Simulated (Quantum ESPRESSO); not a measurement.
## KMnF3: parallel and opposed starts

Wanted: the moments of KMnF3 and the energy of each order that was tried.

Calculated with Quantum ESPRESSO 7.5; PBEsol; plane waves with GBRV 1.5 PBEsol potentials, no spin-orbit coupling.

This is a report of a sequence of runs, with most program output left out.

### 1. Starting point

Symmetry: Pm-3m, No. 221, cubic system. Conventional cell: a = 4.189 Å, b = 4.189 Å, c = 4.189 Å, α = 90.00°, β = 90.00°, γ = 90.00°. Nearest to K lie 12 F at 2.96 Å. Nearest to Mn lie 6 F at 2.09 Å. Nearest to F lie 2 Mn at 2.09 Å and 4 K at 2.96 Å. Farther neighbours and most contacts between anions are not listed.

The cell comes from the Crystallography Open Database.

### 2. Run 1 (ferro +)

The signs are those of the starting moments on the seeded atoms, the atoms that are given a moment.

Contents of pw.in:

```
&CONTROL
  calculation = 'scf'
  prefix = 'pwscf'
  outdir = './tmp'
  pseudo_dir = './pseudo'
  disk_io = 'nowf'
/
&SYSTEM
  ibrav = 0
  celldm(1) = 8
  nat = 5
  ntyp = 3
  ecutwfc = 40
  ecutrho = 280
  nbnd = 34
  occupations = 'smearing'
  smearing = 'fd'
  degauss = 0.00367493
  nspin = 2
  starting_magnetization(1) = 0
  starting_magnetization(2) = 0.3
  starting_magnetization(3) = 0
/
&ELECTRONS
  conv_thr = 1d-08
  electron_maxstep = 150
  mixing_beta = 0.3
/
ATOMIC_SPECIES
K      39.0983 k_pbesol_v1.4.uspp.F.UPF
Mn     54.9380 mn_pbesol_v1.5.uspp.F.UPF
F      18.9984 f_pbesol_v1.4.uspp.F.UPF
CELL_PARAMETERS alat
   0.9895787067368    0.0000000000000    0.0000000000000
   0.0000000000000    0.9895787067368    0.0000000000000
   0.0000000000000    0.0000000000000    0.9895787067368
ATOMIC_POSITIONS crystal
K       0.5000000000    0.5000000000    0.5000000000
Mn      0.0000000000    0.0000000000    0.0000000000
F       0.5000000000    0.0000000000    0.0000000000
F       0.0000000000    0.5000000000    0.0000000000
F       0.0000000000    0.0000000000    0.5000000000
K_POINTS automatic
6 6 6 0 0 0
```

The run is started by

```console
> OMP_NUM_THREADS=1 mpirun -n 4 pw.x -nk 4 -in pw.in > pw.out
```

Elapsed: 9.2 s, on 4 MPI ranks of AMD EPYC 9R14 (Zen 4), shared host; peak memory 0.47 GiB; 36 s of CPU time.

Spin moment in the atom's sphere by atom:

| atom | spin moment in the atom's sphere (μB) |
| --- | --- |
| K1 | 0.00 |
| Mn2 | 4.15 |
| F3 | 0.08 |
| F4 | 0.08 |
| F5 | 0.08 |

This step gave:

- smearing term TS: 5.63e-7 eV
- magnetization: 5 μB
- absolute magnetization: 5.006 μB
- final state: ferromagnetic

### 3. Run 2, typed as antiferro q=(0,1/2,1/2) +−

The cell is doubled to 10 atoms to hold this order. The wavevector q is in fractions of the reciprocal vectors of the crystal's primitive cell, as the cells of these inputs are built from it; moments change sign between cells as cos(2π q·R).

Contents of pw.in:

```
&CONTROL
  calculation = 'scf'
  prefix = 'pwscf'
  outdir = './tmp'
  pseudo_dir = './pseudo'
  disk_io = 'nowf'
/
&SYSTEM
  ibrav = 0
  celldm(1) = 8
  nat = 10
  ntyp = 4
  ecutwfc = 40
  ecutrho = 280
  nbnd = 59
  occupations = 'smearing'
  smearing = 'fd'
  degauss = 0.00367493
  nspin = 2
  starting_magnetization(1) = 0
  starting_magnetization(2) = 0.3
  starting_magnetization(3) = -0.3
  starting_magnetization(4) = 0
/
&ELECTRONS
  conv_thr = 2d-08
  electron_maxstep = 150
  mixing_beta = 0.3
/
ATOMIC_SPECIES
K      39.0983 k_pbesol_v1.4.uspp.F.UPF
Mn1    54.9380 mn_pbesol_v1.5.uspp.F.UPF
Mn2    54.9380 mn_pbesol_v1.5.uspp.F.UPF
F      18.9984 f_pbesol_v1.4.uspp.F.UPF
CELL_PARAMETERS alat
   0.9895787067368    0.0000000000000    0.0000000000000
   0.0000000000000    1.9791574134737    0.0000000000000
   0.0000000000000    0.9895787067368    0.9895787067368
ATOMIC_POSITIONS crystal
K       0.5000000000    0.0000000000    0.5000000000
K       0.5000000000    0.5000000000    0.5000000000
Mn1     0.0000000000    0.0000000000    0.0000000000
Mn2     0.0000000000    0.5000000000    0.0000000000
F       0.5000000000    0.0000000000    0.0000000000
F       0.5000000000    0.5000000000    0.0000000000
F       0.0000000000    0.2500000000    0.0000000000
F       0.0000000000    0.7500000000    0.0000000000
F       0.0000000000    0.7500000000    0.5000000000
F       0.0000000000    0.2500000000    0.5000000000
K_POINTS automatic
6 3 6 0 0 0
```

Wall time 54 s (4 MPI ranks); peak memory 0.75 GiB; 3.6 min of CPU time.

Spin moment in the atom's sphere by atom:

| atom | spin moment in the atom's sphere (μB) |
| --- | --- |
| K1 | 0.00 |
| K2 | 0.00 |
| Mn3 | 4.11 |
| Mn4 | -4.11 |
| F5 | 0.07 |
| F6 | -0.07 |
| F7 | 0.00 |
| F8 | 0.00 |
| F9 | 0.00 |
| F10 | 0.00 |

This step gave:

* smearing term TS: 2.70e-9 eV
* magnetization: 0 μB
* absolute magnetization: 9.613 μB
* final state: antiferromagnetic

### 4. Run 3, typed as antiferro q=(1/2,1/2,1/2) +−

This order needs a doubled cell of 10 atoms.

Contents of pw.in:

```
&CONTROL
  calculation = 'scf'
  prefix = 'pwscf'
  outdir = './tmp'
  pseudo_dir = './pseudo'
  disk_io = 'nowf'
/
&SYSTEM
  ibrav = 0
  celldm(1) = 8
  nat = 10
  ntyp = 4
  ecutwfc = 40
  ecutrho = 280
  nbnd = 59
  occupations = 'smearing'
  smearing = 'fd'
  degauss = 0.00367493
  nspin = 2
  starting_magnetization(1) = 0
  starting_magnetization(2) = 0.3
  starting_magnetization(3) = -0.3
  starting_magnetization(4) = 0
/
&ELECTRONS
  conv_thr = 2d-08
  electron_maxstep = 150
  mixing_beta = 0.3
/
ATOMIC_SPECIES
K      39.0983 k_pbesol_v1.4.uspp.F.UPF
Mn1    54.9380 mn_pbesol_v1.5.uspp.F.UPF
Mn2    54.9380 mn_pbesol_v1.5.uspp.F.UPF
F      18.9984 f_pbesol_v1.4.uspp.F.UPF
CELL_PARAMETERS alat
   1.9791574134737    0.0000000000000    0.0000000000000
   0.9895787067368    0.9895787067368    0.0000000000000
   0.9895787067368    0.0000000000000    0.9895787067368
ATOMIC_POSITIONS crystal
K       0.7500000000    0.5000000000    0.5000000000
K       0.2500000000    0.5000000000    0.5000000000
Mn1     0.0000000000    0.0000000000    0.0000000000
Mn2     0.5000000000    0.0000000000    0.0000000000
F       0.2500000000    0.0000000000    0.0000000000
F       0.7500000000    0.0000000000    0.0000000000
F       0.7500000000    0.5000000000    0.0000000000
F       0.2500000000    0.5000000000    0.0000000000
F       0.7500000000    0.0000000000    0.5000000000
F       0.2500000000    0.0000000000    0.5000000000
K_POINTS automatic
3 6 6 0 0 0
```

Elapsed: 31 s, on 4 MPI ranks; peak memory 0.85 GiB; 2.1 min of CPU time.

Spin moment in the atom's sphere by atom:

| atom | spin moment in the atom's sphere (μB) |
| --- | --- |
| K1 | 0.00 |
| K2 | 0.00 |
| Mn3 | 4.09 |
| Mn4 | -4.09 |
| F5 | 0.00 |
| F6 | 0.00 |
| F7 | 0.00 |
| F8 | 0.00 |
| F9 | 0.00 |
| F10 | 0.00 |

Numbers from this step:

| Item | Value |
| --- | --- |
| smearing term TS | 4.02e-11 eV |
| magnetization | 0 μB |
| absolute magnetization | 9.434 μB |
| final state | antiferromagnetic |

### 5. Run 4 (no spin polarisation)

Contents of pw.in:

```
&CONTROL
  calculation = 'scf'
  prefix = 'pwscf'
  outdir = './tmp'
  pseudo_dir = './pseudo'
  disk_io = 'nowf'
/
&SYSTEM
  ibrav = 0
  celldm(1) = 8
  nat = 5
  ntyp = 3
  ecutwfc = 40
  ecutrho = 280
  nbnd = 32
  occupations = 'smearing'
  smearing = 'fd'
  degauss = 0.00367493
/
&ELECTRONS
  conv_thr = 1d-08
  electron_maxstep = 150
  mixing_beta = 0.3
/
ATOMIC_SPECIES
K      39.0983 k_pbesol_v1.4.uspp.F.UPF
Mn     54.9380 mn_pbesol_v1.5.uspp.F.UPF
F      18.9984 f_pbesol_v1.4.uspp.F.UPF
CELL_PARAMETERS alat
   0.9895787067368    0.0000000000000    0.0000000000000
   0.0000000000000    0.9895787067368    0.0000000000000
   0.0000000000000    0.0000000000000    0.9895787067368
ATOMIC_POSITIONS crystal
K       0.5000000000    0.5000000000    0.5000000000
Mn      0.0000000000    0.0000000000    0.0000000000
F       0.5000000000    0.0000000000    0.0000000000
F       0.0000000000    0.5000000000    0.0000000000
F       0.0000000000    0.0000000000    0.5000000000
K_POINTS automatic
6 6 6 0 0 0
```

It took 4.6 s on 4 MPI ranks; peak memory 0.42 GiB.

This step gave:

```
smearing term TS : 0.08163 eV
final state      : non-magnetic (no spin polarisation)
```

### 6. Energies of the orders

An order is kept where moments of 0.15 μB or more survive with the typed signs; meshes match where a doubled cell samples the same k points as the first cell.

Orders:

| start | final state | typed order kept | energy over the lowest (meV a seeded atom) | largest site moment (μB) | net moment (μB a cell of the first run) | mesh matched | CPU time (s) |
| --- | --- | --- | --- | --- | --- | --- | --- |
| ferro + | ferromagnetic | yes | 83.01 | 4.153 | 5 | yes | 35.81 |
| antiferro q=(0,1/2,1/2) +- | antiferromagnetic | yes | 25.03 | 4.11 | 0 | yes | 213.2 |
| antiferro q=(1/2,1/2,1/2) +- | antiferromagnetic | yes | 0 | 4.092 | 0 | yes | 123.3 |
| no spin polarisation | non-magnetic | - | 3028 | 0 | 0 | yes | 17.34 |

### 7. Couplings from the energies

E = −Σ J e·e over ordered pairs of unit vectors, so each pair counts twice. As many shells are taken as there are differences of energy, so the couplings are solved for and no residual tests the model; further shells are folded in, and shells whose pairs keep their relative signs in all orders cancel and are not probed. Couplings from the energies:

| pair | distance (Å) | neighbours an atom | J (meV) |
| --- | --- | --- | --- |
| Mn-Mn | 4.189 | 6 | -6.917 |
| Mn-Mn | 5.925 | 12 | -0.1651 |

### 8. The lowest state again, with its states saved

Contents of pw.in:

```
&CONTROL
  calculation = 'scf'
  prefix = 'pwscf'
  outdir = './tmp'
  pseudo_dir = './pseudo'
  disk_io = 'low'
/
&SYSTEM
  ibrav = 0
  celldm(1) = 8
  nat = 10
  ntyp = 4
  ecutwfc = 40
  ecutrho = 280
  nbnd = 63
  occupations = 'smearing'
  smearing = 'fd'
  degauss = 0.00367493
  nspin = 2
  starting_magnetization(1) = 0
  starting_magnetization(2) = 0.3
  starting_magnetization(3) = -0.3
  starting_magnetization(4) = 0
/
&ELECTRONS
  conv_thr = 2d-08
  electron_maxstep = 150
  mixing_beta = 0.3
/
ATOMIC_SPECIES
K      39.0983 k_pbesol_v1.4.uspp.F.UPF
Mn1    54.9380 mn_pbesol_v1.5.uspp.F.UPF
Mn2    54.9380 mn_pbesol_v1.5.uspp.F.UPF
F      18.9984 f_pbesol_v1.4.uspp.F.UPF
CELL_PARAMETERS alat
   1.9791574134737    0.0000000000000    0.0000000000000
   0.9895787067368    0.9895787067368    0.0000000000000
   0.9895787067368    0.0000000000000    0.9895787067368
ATOMIC_POSITIONS crystal
K       0.7500000000    0.5000000000    0.5000000000
K       0.2500000000    0.5000000000    0.5000000000
Mn1     0.0000000000    0.0000000000    0.0000000000
Mn2     0.5000000000    0.0000000000    0.0000000000
F       0.2500000000    0.0000000000    0.0000000000
F       0.7500000000    0.0000000000    0.0000000000
F       0.7500000000    0.5000000000    0.0000000000
F       0.2500000000    0.5000000000    0.0000000000
F       0.7500000000    0.0000000000    0.5000000000
F       0.2500000000    0.0000000000    0.5000000000
K_POINTS automatic
3 6 6 0 0 0
```

Elapsed: 32 s, on 4 MPI ranks; peak memory 0.88 GiB.

This step gave:

- smearing term TS: 3.40e-11 eV
- magnetization: 0 μB
- absolute magnetization: 9.434 μB
- final state: antiferromagnetic
- largest moment: 4.092 μB

### 9. Another way to count moments

projwfc.x projects the saved states on orthogonalised atomic orbitals of the pseudopotential files.

It took 2.6 s on 4 MPI ranks; peak memory 0.54 GiB.

| atom | moment in the sphere (μB) | Löwdin moment (μB) | Löwdin charge (e) |
| --- | --- | --- | --- |
| K1 | 0.000 | 0.000 | 8.403 |
| K2 | 0.000 | 0.000 | 8.403 |
| Mn3 | 4.092 | 4.667 | 14.384 |
| Mn4 | -4.092 | -4.667 | 14.384 |
| F5 | 0.000 | 0.000 | 7.376 |
| F6 | 0.000 | 0.000 | 7.376 |
| F7 | 0.000 | 0.000 | 7.376 |
| F8 | 0.000 | 0.000 | 7.376 |
| F9 | 0.000 | 0.000 | 7.376 |
| F10 | 0.000 | 0.000 | 7.376 |

### 10. Summary of results

```
lowest state found                                                     : antiferromagnetic (from antiferro q=(1/2,1/2,1/2) +-)
largest site moment                                                    : 4.09 μB
next state with moments                                                : antiferromagnetic, 25.0 meV a seeded atom higher
state without moments                                                  : 3028 meV a seeded atom higher
J of the weightiest shell (Mn-Mn, 4.19 Å; E = −Σ J e·e, ordered pairs) : -6.92 meV
```

**Reading.** Forming the moments gains more than four times the spread of the orders, as local moments do. The largest moment changes by 1.5 % between the kept orders, as for well localised moments. The largest moment reads 4.09 μB in the sphere and 4.67 μB by Löwdin projection; a site moment hangs on how space is shared out. Only these 4 starts were compared; other wavevectors, canted and longer-period orders were not. No Hubbard term acts here. In such compounds local and semilocal functionals without one often delocalise the d electrons, and can shrink or lose moments and miss the size, sign and order of the couplings.

[Logs and program files are shortened in this print: banners, set-up blocks, solver, clock and traceback lines can be left out without a mark of their own.]

[Logs are printed without paths, hosts, clocks, repeated set-up lines and the standing remarks that a program may print on its own settings, such as how far it seeks lower states.]

[Hosts, paths, dates, database ids (printed as entryN), source tags and the programs' standing remarks are cut or masked in the printed files.]

[Where a cell is said to come from a database of computed structures, the database is the Materials Project.]
